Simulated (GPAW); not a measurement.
Computed results, one entry a study.

How the form of the self-energy moves the gap of SrTiO3 (Tausonite). The structure is cubic, space group Pm-3m (No. 221). Conventional cell: a = 3.905 Å, b = 3.905 Å, c = 3.905 Å, α = 90.00°, β = 90.00°, γ = 90.00°. Sr has 12 O at 2.76 Å nearest. Ti has 6 O at 1.95 Å nearest. Nearest to O lie 2 Ti at 1.95 Å and 4 Sr at 2.76 Å. Farther neighbours and most contacts between anions are not listed. The calculation used DFT, PBE, plane waves, PAW (and 3 further levels or steps) in GPAW 26.7.0, with cutoff 600 eV, GPAW PAW setups 1.2.1 data release, 4×4×4 k-mesh, nbands 895 in one of its runs. The G0W0, Godby-Needs plasmon pole is 3.895 eV, the one-shot HSE06 is 4.251 eV and the one-shot PBE0 is 4.982 eV. The G0W0, full frequency, Hilbert transform is 3.820 eV and the known limits are not at the basis limit; no spin-orbit coupling; coarse k mesh. It took 5 runs, 25 min in all on 4 MPI ranks of Arm Neoverse V1, shared host (the runs of this entry). One-shot HSE06: +0.356 eV against G0W0, Godby-Needs plasmon pole. One-shot PBE0: +1.086 eV against G0W0, Godby-Needs plasmon pole. The cell and positions come from the Crystallography Open Database and are kept as given unless a step says otherwise. Limits: no spin-orbit coupling. Bands and cutoff are finite, so the gap is not at the basis limit. The miss can reach some tenths of an eV and take either sign; the mesh is an error of its own. The 4×4×4 mesh is coarse for this cell, which bears on the long-range parts of exchange and screening.

```xyz
5
Lattice="3.9053 0.0000 0.0000 0.0000 3.9053 0.0000 0.0000 0.0000 3.9053" Properties=species:S:1:pos:R:3 pbc="T T T"
Sr    1.9526    1.9526    1.9526
Ti    0.0000    0.0000    0.0000
O     1.9526    0.0000    0.0000
O     0.0000    1.9526    0.0000
O     0.0000    0.0000    1.9526
```

[Paths, hosts, dates, memory and timing lines, banners, echoed tables and standing remarks are left out of the program output.]

[Logs are printed without paths, hosts, clocks, repeated set-up lines and the standing remarks that a program may print on its own settings, such as how far it seeks lower states.]

[Runs of the session that timed out or met a known fault of the program may be left out.]

[Hosts, paths, dates, database ids (printed as entryN), source tags and the programs' standing remarks are cut or masked in the printed files.]
